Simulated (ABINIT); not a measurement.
# KHF2 (I4/mcm): RPA correlation energy against the basis, part 2 of 2

Wanted: RPA correlation energy of KHF2 (I4/mcm), with cost.

ABINIT 10.8.3; PBEsol and many-body steps on it, plane waves.

So far. Step 2 (Empty states on the mesh, 2×2×2 mesh, 384 bands): On this mesh the gap is 7.017 eV. Step 3 (RPA energy: 2×2×2 mesh, 77 bands, screening to 43.5 eV): Local fields lower ε∞ by 6 %. On a Γ-centred mesh this coarse the value itself is usually too large, while a short band sum pulls it down.

## Step 5: RPA energy: 2×2×2 mesh, 236 bands, screening to 108.8 eV

Level of this step: RPA screening on PBEsol, plane waves, norm-conserving pseudopotentials (ABINIT).

Contents of run.abi:

```
acell 3*1.0 Angstrom
rprim 
  -2.835000000000 2.835000000000 3.405000000000
  2.835000000000 -2.835000000000 3.405000000000
  2.835000000000 2.835000000000 -3.405000000000
ntypat 3
znucl 19 1 9
natom 8
typat 1 1 2 2 3 3 3 3
xred 
  0.250000000000 0.250000000000 -0.000000000000
  0.750000000000 0.750000000000 -0.000000000000
  0.500000000000 0.000000000000 0.500000000000
  0.000000000000 0.500000000000 0.500000000000
  0.640800000000 0.140800000000 0.781600000000
  0.140800000000 0.359200000000 0.500000000000
  0.359200000000 0.859200000000 0.218400000000
  0.859200000000 0.640800000000 0.500000000000
pp_dirpath "pseudos"
pseudos "K.upf, H.upf, F.upf"
ecut 36
ngkpt 2 2 2
nshiftk 1
shiftk 0 0 0
kptopt 1
chksymbreak 0
istwfk *1
occopt 1
irdwfk 1
optdriver 3
nband 236
ecuteps 4
inclvkb 2
awtr 1
symchi 1
gwcalctyp 1
nfreqre 0
nfreqim 8
gwrpacorr 1
indata_prefix "in"
outdata_prefix "out"
tmpdata_prefix "tmp"
```

Run with:

```
$ OMP_NUM_THREADS=1 mpirun -n 4 abinit run.abi > log
```

Numbers of over 12 decimals in the logs are rounded to 6 here.

Log:

```text
.Version 10.8.3 of ABINIT. v10.8.2 released Aug 2026.

 Symmetries : space group I4/m c m (#140); Bravais tI (body-center tetrag.)
[... echo of the input left out ...]
== DATASET  1 ==================================================================
-   mpi_nproc: 4, omp_nthreads: 1 (-1 if OMP is not activated)

--- !DatasetInfo
iteration_state: {dtset: 1, }
dimensions: {natom: 8, nkpt: 4, mband: 236, nsppol: 1, nspinor: 1, nspden: 1, mpw: 7677, }
cutoff_energies: {ecut:  36.0, pawecutdg:  -1.0, }
[...]
[... chi0 elements left out ...]
  [... further frequencies ...]

 For q-point:  0.000010 0.000020 0.000030
  dielectric constant =   1.8565
  dielectric constant without local fields =   2.0239

  Average fulfillment of the sum rule on Im[epsilon] for q-point    1 :     65.98  [%]
[... wings left out ...]
  q-point number  2        q = ( 0.500000, 0.000000, 0.000000) [r.l.u.]
--------------------------------------------------------------------------------
[... chi0 elements left out ...]
  [... further frequencies ...]

  Average fulfillment of the sum rule on Im[epsilon] for q-point    2 :     69.47  [%]

 [... 2 further q-points ...]
```

It took 75 s on 4 MPI ranks of Arm Neoverse V1, shared host; peak memory 1.6 GiB; 5 min of CPU time.

Numbers from this step:

| Property | Result |
| --- | --- |
| ε∞ with local fields, on this mesh, along the program's q direction | 1.857 |
| the same without local fields | 2.024 |
| plasma frequency | 24.59 eV |
| plane waves in the screening matrix | 305 |
| RPA correlation energy | -35.18 eV |

## Step 6: RPA energy: 2×2×2 mesh, 350 bands, screening to 144.2 eV

run.abi: that of step 5 with these lines changed.

```diff
@@ -30,4 +30,4 @@
 optdriver 3
-nband 236
-ecuteps 4
+nband 350
+ecuteps 5.3
 inclvkb 2
```

Log:

```text
.Version 10.8.3 of ABINIT. v10.8.2 released Aug 2026.

 Symmetries : space group I4/m c m (#140); Bravais tI (body-center tetrag.)
[... echo of the input left out ...]
== DATASET  1 ==================================================================
-   mpi_nproc: 4, omp_nthreads: 1 (-1 if OMP is not activated)

--- !DatasetInfo
iteration_state: {dtset: 1, }
dimensions: {natom: 8, nkpt: 4, mband: 350, nsppol: 1, nspinor: 1, nspden: 1, mpw: 7677, }
cutoff_energies: {ecut:  36.0, pawecutdg:  -1.0, }
[...]
[... chi0 elements left out ...]
  [... further frequencies ...]

 For q-point:  0.000010 0.000020 0.000030
  dielectric constant =   1.8550
  dielectric constant without local fields =   2.0274

  Average fulfillment of the sum rule on Im[epsilon] for q-point    1 :     74.85  [%]
[... wings left out ...]
  q-point number  2        q = ( 0.500000, 0.000000, 0.000000) [r.l.u.]
--------------------------------------------------------------------------------
[... chi0 elements left out ...]
  [... further frequencies ...]

  Average fulfillment of the sum rule on Im[epsilon] for q-point    2 :     77.51  [%]

 [... 2 further q-points ...]
```

Elapsed: 2.5 min, on 4 MPI ranks; peak memory 2 GiB; 10 min of CPU time.

This step gave:

- ε∞ with local fields, on this mesh, along the program's q direction: 1.855
- the same without local fields: 2.027
- plasma frequency: 24.59 eV
- plane waves in the screening matrix: 427
- RPA correlation energy: -42.96 eV

## Step 7: RPA energy: 2×2×2 mesh, 139 bands, screening to 136.1 eV, 4 frequencies

run.abi: that of step 6 with these lines changed.

```diff
@@ -30,4 +30,4 @@
 optdriver 3
-nband 350
-ecuteps 5.3
+nband 139
+ecuteps 5
 inclvkb 2
@@ -37,3 +37,3 @@
 nfreqre 0
-nfreqim 8
+nfreqim 4
 gwrpacorr 1
```

Log:

```text
.Version 10.8.3 of ABINIT. v10.8.2 released Aug 2026.

 Symmetries : space group I4/m c m (#140); Bravais tI (body-center tetrag.)
[... echo of the input left out ...]
== DATASET  1 ==================================================================
-   mpi_nproc: 4, omp_nthreads: 1 (-1 if OMP is not activated)

--- !DatasetInfo
iteration_state: {dtset: 1, }
dimensions: {natom: 8, nkpt: 4, mband: 139, nsppol: 1, nspinor: 1, nspden: 1, mpw: 7677, }
cutoff_energies: {ecut:  36.0, pawecutdg:  -1.0, }
[...]
[... chi0 elements left out ...]
  [... further frequencies ...]

 For q-point:  0.000010 0.000020 0.000030
  dielectric constant =   1.8509
  dielectric constant without local fields =   2.0128

  Average fulfillment of the sum rule on Im[epsilon] for q-point    1 :     50.17  [%]
[... wings left out ...]
  q-point number  2        q = ( 0.500000, 0.000000, 0.000000) [r.l.u.]
--------------------------------------------------------------------------------
[... chi0 elements left out ...]
  [... further frequencies ...]

  Average fulfillment of the sum rule on Im[epsilon] for q-point    2 :     55.28  [%]

 [... 2 further q-points ...]
```

Elapsed: 42 s, on 4 MPI ranks; peak memory 1.3 GiB; 2.8 min of CPU time.

This step gave:

| Item | Value |
| --- | --- |
| ε∞ with local fields, on this mesh, along the program's q direction | 1.851 |
| the same without local fields | 2.013 |
| plasma frequency | 24.59 eV |
| plane waves in the screening matrix | 387 |
| RPA correlation energy | -30.30 eV |

## Step 8: The rungs together

Times are wall times on 4 MPI ranks of Arm Neoverse V1, shared host, good to a factor of about two.

| bands | cutoff (eV) | plane waves | frequencies | E_c (eV/atom) | time |
| --- | --- | --- | --- | --- | --- |
| 77 | 43.5 | 63 | 8 | -1.302 | 16 s |
| 139 | 70.7 | 153 | 8 | -2.809 | 65 s |
| 236 | 108.8 | 305 | 8 | -4.398 | 75 s |
| 350 | 144.2 | 427 | 8 | -5.369 | 2.5 min |
| 139 | 136.1 | 387 | 4 | -3.787 | 42 s |

## Step 9: Results

```json
{
  "2×2×2 mesh, 77 bands, screening to 43.5 eV": "-1.302 eV/atom",
  "2×2×2 mesh, 139 bands, screening to 70.7 eV": "-2.809 eV/atom",
  "2×2×2 mesh, 236 bands, screening to 108.8 eV": "-4.398 eV/atom",
  "2×2×2 mesh, 350 bands, screening to 144.2 eV": "-5.369 eV/atom",
  "limit by the two highest rungs": "-7.22 eV/atom"
}
```

Rows off the diagonal of bands and cutoff are checks and stay out of the ladder. The energy is still falling: −0.972 eV/atom over the last rung. A line in cutoff^(−3/2) puts the limit near -7.22 eV/atom, 34 % beyond the top rung; the pair below gives -6.15, so the estimate is rough. The value holds the valence electrons of these pseudopotentials alone, on one mesh; differences between structures converge far faster than the total.

[Paths, hosts, dates, memory and timing lines, banners, echoed tables and standing remarks are left out of the program output.]

[Logs are printed without paths, hosts, clocks, repeated set-up lines and the standing remarks that a program may print on its own settings, such as how far it seeks lower states.]

[Runs of the session that timed out or met a known fault of the program may be left out.]

[Hosts, paths, dates, database ids (printed as entryN), source tags and the programs' standing remarks are cut or masked in the printed files.]

[G0W0 gaps are taken among the corrected bands and points alone; a level outside them can change the order at an edge.]

[Where Ansatz stands beside ABINIT at settings called matched, ABINIT's density can come from a denser mesh and the files from another edition; pairs whose starting gaps differed by over 0.03 eV were left out, so agreement reads better than it is.]
